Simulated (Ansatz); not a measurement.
# Force difference against the radius of support functions in ionic liquid ethylpyridinium triflate with water at 350 K (113 atoms)

Density of this cell: 1.44 g/cm³. The cell holds 113 atoms: 32 C, 4 N, 46 H, 15 O, 4 S and 12 F. Cell: a = 10.779 Å, b = 10.779 Å, c = 10.779 Å, α = 90.0°, β = 90.0°, γ = 90.0°. 4 ethylpyridinium, 4 triflate, 3 H2O placed at random, at 1.44 g/cm³; overlaps pushed apart, then 10 ps at 700 K with MMFF94 bonds, angles, torsions, charges and radii (Halgren, J. Comput. Chem. 17, 490 (1996)) in harmonic and 12-6 forms; SPC/E water (Berendsen, Grigera and Straatsma, J. Phys. Chem. 91, 6269 (1987)); charges of ions scaled by 0.8. Snapshot after 30 ps at 350 K and fixed volume.

Calculated with Ansatz 0.2.0: Kohn-Sham DFT, PBE+D3(BJ), PAW (set soft_2), localised support functions (medium), with the radius typed; the reference is Kohn-Sham DFT, PBE+D3(BJ), PAW (set soft_2), plane waves, cutoff 420 eV, Γ point, fermi-dirac smearing of 0.025 eV, with an r.m.s. force component of 1.07 eV/Å.

| radius (Å) | r.m.s. force difference (meV/Å) | time |
| --- | --- | --- |
| 3.37 | 5.977 | 41 s |
| 3.61 | 5.921 | 49 s |
| 3.82 | 5.899 | 53 s |
| 4.17 | ? | ? |
| 4.69 | 5.873 | 1.9 min |

Task: Fit a power law of the radius to the rows given and interpolate to the withheld row.

**Working.**

A power law y = A x^b is a line in u = ln x and v = ln y.

| u = ln x | v = ln y |
| --- | --- |
| 1.21491 | 1.78792 |
| 1.28371 | 1.77851 |
| 1.34025 | 1.77478 |
| 1.54543 | 1.77037 |

With n = 4: mean u = 1.34608, mean v = 1.77789, Σ(u − ū)² = 0.060871, Σ(u − ū)(v − v̄) = -0.0028357. Slope b = -0.0028357 / 0.060871 = -0.046586; intercept a = v̄ − b ū = 1.8406.

At the withheld row u = 1.428, v = a + b u = 1.774, and y = exp(v).

Prediction at 4.17: 5.895 meV/Å. The run gave 5.879 meV/Å, so the fit is high by 0.016 meV/Å (0.27 % of the value).

The fitted exponent is -0.047. Between neighbouring rows, the withheld one included, the exponents are -0.14, -0.066, -0.039 and -0.0087. Among the rows given, the largest relative miss of the fit is at 3.37, by 0.023 meV/Å (0.39 %).

Limits: The difference holds the reference's own basis error, which sets a floor under it.

[Hosts, paths, dates, database ids (printed as entryN), source tags and the programs' standing remarks are cut or masked in the printed files.]

[The MMFF94 radii named for the starting cell were scaled by 0.96; in molecules described by MMFF94, hydrogen bound to N, O or S took a small fixed 12-6 site in their place.]
